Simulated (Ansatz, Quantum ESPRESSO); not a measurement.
# KI (Fm-3m): third-order response

Which lines does KI (Fm-3m) show in Raman and infrared spectra?

Calculated with Quantum ESPRESSO 8.0 development, patched; DFT LDA, scalar-relativistic, plane waves, PseudoDojo norm-conserving pseudopotentials.

Report form: the programs' logs are mostly left out.

**1. Set-up**

The structure is cubic, space group Fm-3m (No. 225). The conventional cell has a = 7.066 Å, b = 7.066 Å, c = 7.066 Å, α = 90.00°, β = 90.00°, γ = 90.00°. Nearest to K lie 6 I at 3.53 Å. Nearest to I lie 6 K at 3.53 Å. Farther neighbours and most contacts between anions are not listed.

**2. A first look**

Before anything dear is run, a loose run with smearing shows whether this is a metal and how far the cell is from rest.

probe.in

```
 &control
    calculation='scf',
    prefix='x',
    outdir='./tmp',
    pseudo_dir='./pseudo',
    tprnfor=.true.,
    tstress=.true.,
    verbosity='high',
 /
 &system
    ibrav=2,
    celldm(1)=13.35195442,
    nat=2,
    ntyp=2,
    ecutwfc=72.0,
    occupations='smearing',
    smearing='gaussian',
    degauss=0.01,
 /
 &electrons
    conv_thr=1.0d-07,
    mixing_beta=0.7,
    electron_maxstep=100,
 /
ATOMIC_SPECIES
 K      39.0983  K.upf
 I     126.9045  I.upf
ATOMIC_POSITIONS crystal
 K      0.000000000   0.000000000   0.000000000
 I      0.500000000   0.500000000   0.500000000
K_POINTS automatic
 4 4 4 0 0 0
```

Command:

```bash
$ OMP_NUM_THREADS=1 mpirun -n 2 pw.x -nk 2 -in probe.in > probe.out
```

The job ended after 4.5 s (2 MPI ranks of Intel Xeon Platinum 8375C at 2.90GHz (Ice Lake), shared host; 8.7 s of CPU time).

Read from the output:

```
volume per atom   : 44.09 Å³
pressure          : -1.314 GPa
gap on the k-mesh : 3.602 eV
```

A gap of 3.6 eV opens on this mesh, so the crystal is taken as an insulator; the start stands at -1.3 GPa.

**3. Relaxing the cell and atoms**

The relaxation runs at a cutoff a fifth above that of the response, since stress converges more slowly with the basis than frequencies do. Forces and stress are brought to rest with tight thresholds.

relax.in

```
 &control
    calculation='vc-relax',
    prefix='x',
    outdir='./tmp',
    pseudo_dir='./pseudo',
    tprnfor=.true.,
    tstress=.true.,
    forc_conv_thr=2.0d-05,
    etot_conv_thr=1.0d-07,
    nstep=40,
 /
 &system
    ibrav=2,
    celldm(1)=13.35195442,
    nat=2,
    ntyp=2,
    ecutwfc=86,
    occupations='fixed',
    nbnd=10,
 /
 &electrons
    conv_thr=1.0d-11,
    mixing_beta=0.7,
    electron_maxstep=100,
 /
 &ions
 /
 &cell
    press_conv_thr=0.2,
 /
ATOMIC_SPECIES
 K      39.0983  K.upf
 I     126.9045  I.upf
ATOMIC_POSITIONS crystal
 K      0.000000000   0.000000000   0.000000000
 I      0.500000000   0.500000000   0.500000000
K_POINTS automatic
 6 6 6 0 0 0
```

Command:

```bash
$ OMP_NUM_THREADS=1 mpirun -n 2 pw.x -nk 2 -in relax.in > relax.out
```

Run time: 83 s. Hardware: 2 MPI ranks; 2.8 min of CPU time.

Relaxation path:

| step | energy less that of the first step (eV) | largest force (eV/Å) | pressure (GPa) | volume (Å³) |
| --- | --- | --- | --- | --- |
| 1 | 0.0000 | 0.0000 | -1.32 | 88.18 |
| 2 | -0.0048 | 0.0000 | -1.26 | 87.59 |
| 3 | -0.0114 | 0.0000 | -1.16 | 86.71 |
| 4 | -0.0203 | 0.0000 | -1.00 | 85.40 |
| 5 | -0.0308 | 0.0000 | -0.74 | 83.45 |
| 6 | -0.0399 | 0.0000 | -0.27 | 80.59 |
| 7 | -0.0411 | 0.0000 | 0.03 | 79.05 |
| 8 | -0.0411 | 0.0000 | 0.00 | 79.21 |
| 9 | -0.0411 | 0.0000 | 0.00 | 79.20 |
| 10 | -0.0409 | 0.0000 | 0.00 | 79.20 |

| conventional cell, symmetrised | before | after | change |
| --- | --- | --- | --- |
| a (Å) | 7.066 | 6.817 | -3.5 % |
| b (Å) | 7.066 | 6.817 | -3.5 % |
| c (Å) | 7.066 | 6.817 | -3.5 % |
| volume (Å³/atom) | 44.09 | 39.60 | -10.2 % |

The relaxed structure:

```
CELL_PARAMETERS angstrom
-3.40853 0.00000 3.40853
0.00000 3.40853 3.40853
-3.40853 3.40853 0.00000
ATOMIC_POSITIONS crystal
K 0.00000 0.00000 0.00000
I 0.50000 0.50000 0.50000
```

The last row of the table of steps is pw.x's closing run on a basis chosen anew for the final cell, so its energy can jump.

This step gave:

```yaml
volume_per_atom: 39.60 Å³
pressure: -0.002 GPa
gap_on_the_k_mesh: 3.866 eV
```

The volume changes by -10.2 % from the cell with which this run began.

**4. Self-consistent run for the response**

The response is built on this ground state, so it is converged far tighter than an energy would need. With a gap, occupations are fixed, which also allows the response to an electric field.

scf.in

```
 &control
    calculation='scf',
    prefix='x',
    outdir='./tmp',
    pseudo_dir='./pseudo',
    tprnfor=.true.,
    tstress=.true.,
 /
 &system
    ibrav=2,
    celldm(1)=12.88235756,
    nat=2,
    ntyp=2,
    ecutwfc=72.0,
    occupations='fixed',
    nbnd=10,
 /
 &electrons
    conv_thr=1.0d-12,
    mixing_beta=0.7,
    electron_maxstep=100,
 /
ATOMIC_SPECIES
 K      39.0983  K.upf
 I     126.9045  I.upf
ATOMIC_POSITIONS crystal
 K      0.000000000   0.000000000   0.000000000
 I      0.500000000   0.500000000   0.500000000
K_POINTS automatic
 6 6 6 0 0 0
```

Command:

```bash
$ OMP_NUM_THREADS=1 mpirun -n 2 pw.x -nk 2 -in scf.in > scf.out
```

The job ended after 8.4 s (2 MPI ranks).

Numbers from this step:

```
pressure : -0.003000 GPa
```

The cell stands at -0.0030 GPa, close enough for phonons.

**5. Zone-centre response**

At q = 0 one unit cell holds all displacements; symmetry groups them into irreducible representations that are solved one by one. The response to a field gives ε∞ and the Born charges, which polar modes need. Third-order response adds the Raman tensors.

ph.in

```
phonons
 &inputph
    prefix='x',
    outdir='./tmp',
    fildyn='g.dyn',
    tr2_ph=1.0d-18,
    epsil=.true.,
    lraman=.true.,
    elop=.true.,
 /
0.000000000000 0.000000000000 0.000000000000
```

Command:

```bash
$ OMP_NUM_THREADS=1 mpirun -n 2 ph.x -nk 2 -in ph.in > ph.out
```

Elapsed: 6.4 min, on 2 MPI ranks.

Numbers from this step:

- miss of the charge sum rule: 0.001110 e
- largest acoustic frequency at the zone centre before the sum rule: 0.53 cm⁻¹
- highest optical zone-centre mode (no LO-TO term): 114.8 cm⁻¹
- lowest optical zone-centre mode: 114.8 cm⁻¹
- mean high-frequency dielectric constant: 3.127
- largest Born charge in size (third of the trace): 1.107 e

Born charge (rows field, columns displacement), before the sum rule (e), principal values of the symmetric part by kind of site:

| atom | atoms with these values | low | middle | high | mean |
| --- | --- | --- | --- | --- | --- |
| K1 | 1 | 1.11 | 1.11 | 1.11 | 1.11 |
| I2 | 1 | -1.11 | -1.11 | -1.11 | -1.11 |

In full for I2:

```
-1.11  0.00  0.00
 0.00 -1.11  0.00
 0.00  0.00 -1.11
```

High-frequency dielectric tensor:

```
3.13 0.00 0.00
0.00 3.13 0.00
0.00 0.00 3.13
```

The acoustic modes at Γ come out as far as 0.5 cm⁻¹ from zero, where they should vanish, a small numerical error; the Born charges miss their sum rule by 0.0011 e, which is good.

**6. Modes with the sum rule**

A rigid shift of the crystal must cost nothing, but grids and finite bases break this; the acoustic sum rule is imposed before the matrix is diagonalised again. With Born charges the intensities follow, and the static dielectric tensor.

dynmat.in

```
 &input
    fildyn='g.dyn',
    asr='simple',
    fileig='dynmat.eig',
    lperm=.true.,
 /
```

Command:

```bash
$ dynmat.x -in dynmat.in > dynmat.out
```

Elapsed: 0.58 s, on 1 thread.

This step gave:

```yaml
mean_static_dielectric_constant: 5.059
```

Unit eigenvectors of the mass-weighted matrix after the sum rule; no LO-TO term. The modes at Γ (shares of kinetic energy by element, %):

| mode | frequency (cm⁻¹) | symmetry | K % | I % |
| --- | --- | --- | --- | --- |
| 1 | 0.0 | acoustic | 24 | 76 |
| 2 | 0.0 | acoustic | 24 | 76 |
| 3 | 0.0 | acoustic | 24 | 76 |
| 4 | 114.8 | T1u | 76 | 24 |
| 5 | 114.8 | T1u | 76 | 24 |
| 6 | 114.8 | T1u | 76 | 24 |

Displacements in mode 4 (114.8 cm⁻¹), the largest set to 1:
```
K1   0.00  0.36  1.00
I2   0.00 -0.11 -0.31
```

Degenerate modes summed, no LO-TO term. Lines of the infrared spectrum (strongest = 100):

| position (cm⁻¹) | lines merged | label | IR intensity, relative |
| --- | --- | --- | --- |
| 115 | 3 | T1u | 100 |

Static dielectric tensor (ions relaxed, fixed cell):

```
5.06 0.00 0.00
0.00 5.06 0.00
0.00 0.00 5.06
```

The rule moves no optical mode by more than 0.1 cm⁻¹.

**7. Sum rules set otherwise: a sum rule for molecules or wires on a crystal**

This rule also removes rotations, which suits wires and not a crystal; it is tried to see the harm.

dynmat.in

```
 &input
    fildyn='g.dyn',
    asr='one-dim',
    fileig='dynmat.eig',
    lperm=.true.,
 /
```

Command:

```bash
$ dynmat.x -in dynmat.in > dynmat.out
```

The job ended after 0.58 s (1 thread).

The program raised no error, yet the settings are not those of a careful run.

The fault: a sum rule for molecules or wires on a crystal; here no optical mode moves by more than 0.1 cm⁻¹.

Zone-centre frequencies as printed; negative means imaginary. Modes:

| mode | frequency (cm⁻¹) |
| --- | --- |
| 1 | 0 |
| 2 | 0 |
| 3 | 0 |
| 4 | 114.8 |
| 5 | 114.8 |
| 6 | 114.8 |

**8. Sum rules set otherwise (asr no)**

Without the rule the raw error of the acoustic modes shows.

dynmat.in

```
 &input
    fildyn='g.dyn',
    asr='no',
    fileig='dynmat.eig',
    lperm=.true.,
 /
```

Command:

```bash
$ dynmat.x -in dynmat.in > dynmat.out
```

The job ended after 0.58 s (1 thread).

This step gave:

| Property | Result |
| --- | --- |
| mean static dielectric constant | 5.058 |

Zone-centre frequencies as printed; negative means imaginary. Modes:

| mode | frequency (cm⁻¹) |
| --- | --- |
| 1 | 0.53 |
| 2 | 0.53 |
| 3 | 0.53 |
| 4 | 114.8 |
| 5 | 114.8 |
| 6 | 114.8 |

Against the first rule no mode moves by more than 0.6 cm⁻¹.

**9. Modes along a direction of q (1 0 0)**

A longitudinal polar mode sets up a macroscopic field that stiffens it; the term hangs on the direction from which q goes to zero.

dynmat.in

```
 &input
    fildyn='g.dyn',
    asr='simple',
    fileig='dynmat.eig',
    q(1)=1.0,
    q(2)=0.0,
    q(3)=0.0,
 /
```

Command:

```bash
$ dynmat.x -in dynmat.in > dynmat.out
```

Run time: 0.58 s. Hardware: 1 thread.

Numbers from this step:

| Quantity | Value |
| --- | --- |
| highest mode moved by the LO-TO term | 146.0 cm⁻¹ |

Zone-centre frequencies as printed; negative means imaginary. Modes:

| mode | frequency (cm⁻¹) |
| --- | --- |
| 1 | 0 |
| 2 | 0 |
| 3 | 0 |
| 4 | 114.8 |
| 5 | 114.8 |
| 6 | 146 |

The field moves one mode, from 115 to 146 cm⁻¹; the others stay.

**10. The same in Ansatz**

The same cell goes through another code at the same cutoff. The files are of one family, but Ansatz's library holds files of its own making for some heavy elements, so those for I may differ. Its k mesh is centred on Γ.

This step: DFT LDA, scalar-relativistic, plane waves, norm-conserving pseudopotentials of its library (PseudoDojo's, some remade) (Ansatz 0.2.0).

input.yaml

```yaml
crystal:
  lattice:
    - [-3.4085250211, 0.0, 3.4085250211]
    - [0.0, 3.4085250211, 3.4085250211]
    - [-3.4085250211, 3.4085250211, 0.0]
  atoms:
    - { symbol: K, position: [0.0, 0.0, 0.0] }
    - { symbol: I, position: [0.5, 0.5, 0.5] }
kpoints:
  mp_grid: { grid: [6, 6, 6] }
hamiltonian:
  xc: lda
  pseudopotentials: { kind: nc, accuracy: standard }
scf:
  occupations: { method: fixed }
output:
  eigenvalues: true
basis:
  ecutwfc: 979.61
phonons:
  method: dfpt
  dielectric: true
  rigid_motions: translations
  raman: true
```

Command:

```bash
$ ansatz run input.yaml --threads 2 --pin off --max-ram 4096MiB --backend cpu --events-out ev --progress --plain --runs-dir out
```

Run time: 2.3 min. Hardware: 2 threads; peak memory 1.1 GiB; 4.5 min of CPU time.

Numbers from this step:

* sum-rule residual before enforcement: 2.37e-4 eV/Å²
* miss of the charge sum rule: 5.13e-4 e
* estimated error of the dielectric tensor: 0.006440
* estimated error of the Born charges: 0.009723 e
* highest optical zone-centre mode (no LO-TO term): 114.7 cm⁻¹
* lowest optical zone-centre mode: 114.7 cm⁻¹
* mean high-frequency dielectric constant: 3.125
* largest Born charge in size (third of the trace): 1.106 e
* mean static dielectric constant: 5.056
* highest mode moved by the LO-TO term: 145.9 cm⁻¹

Transverse modes. Lines of the infrared spectrum (strongest = 100):

| position (cm⁻¹) | label | IR intensity ((D/Å)²/amu), degenerate modes summed, relative |
| --- | --- | --- |
| 115 | T1u | 100 |

**11. Side by side: QE PseudoDojo and Ansatz, library NC**

Numbers from this step:

| Item | Value |
| --- | --- |
| root-mean-square difference | 0.07 cm⁻¹ |
| largest difference | 0.07 cm⁻¹ |

Frequencies side by side, by row:

| q (reciprocal lattice) | mode | QE PseudoDojo (cm⁻¹) | Ansatz, library NC (cm⁻¹) |
| --- | --- | --- | --- |
| 0 0 0 | 1 | 0 | 0 |
| 0 0 0 | 2 | 0 | 0 |
| 0 0 0 | 3 | 0 | 0 |
| 0 0 0 | 4 | 114.8 | 114.7 |
| 0 0 0 | 5 | 114.8 | 114.7 |
| 0 0 0 | 6 | 114.8 | 114.7 |

The two runs side by side. Further quantities:

| quantity | QE PseudoDojo | Ansatz, library NC |
| --- | --- | --- |
| mean ε∞ | 3.127 | 3.125 |
| largest Born charge in size (e; the first before, the second after the charge sum rule) | 1.107 | 1.106 |
| summed IR intensity ((D/Å)²/amu) | 2.837 | 2.832 |

At the zone centre the largest difference (acoustic modes at Γ apart) is 0.06 % of the highest mode.

**12. Summary of results**

```
space group after relaxation                                           : Fm-3m
volume per atom                                                        : 39.6 Å³
gap on the k-mesh                                                      : 3.87 eV
highest optical zone-centre mode (no LO-TO term)                       : 114.8 cm⁻¹
highest mode moved by the LO-TO term                                   : 146.0 cm⁻¹
mean high-frequency dielectric constant                                : 3.13
largest Born charge in size (third of the trace)                       : 1.11 e
mean static dielectric constant                                        : 5.06
imaginary optical modes at the zone centre (no q mesh in this session) : none
largest difference from Ansatz, library NC                             : 0.07 cm⁻¹
```

No mode is Raman active in this structure; the strongest infrared line lies at 115 cm⁻¹. At the LDA level the optical modes of KI (Fm-3m) at the zone centre (no LO-TO term) lie at 115 cm⁻¹. Along the directions run, the highest mode that the macroscopic field moves lies at 146 cm⁻¹. Lattice motion raises the mean dielectric constant from 3.127 to 5.059. The Born charge of I is -1.107 e against a formal charge of -1, somewhat above it. The Lyddane-Sachs-Teller relation holds: (ωLO/ωTO)² is 1.62 and ε₀/ε∞ is 1.62. QE PseudoDojo and Ansatz, library NC agree to 0.07 cm⁻¹ (0.06 % of the highest mode compared) on all solved modes but the acoustic ones at Γ, without the LO-TO term. These are harmonic frequencies at zero temperature: anharmonic shifts and linewidths and thermal expansion are left out. Spin-orbit coupling is left out, which can matter for the heavy elements here. The build is a development version in which the Raman tensors of release 7.5 are mended; dynmat.x leaves out the electro-optic term of LO lines.

[Host names and launcher messages were left out of these logs when they were recorded.]

[Logs are printed without paths, hosts, clocks, repeated set-up lines and the standing remarks that a program may print on its own settings, such as how far it seeks lower states.]

[Hosts, paths, dates, database ids (printed as entryN), source tags and the programs' standing remarks are cut or masked in the printed files.]
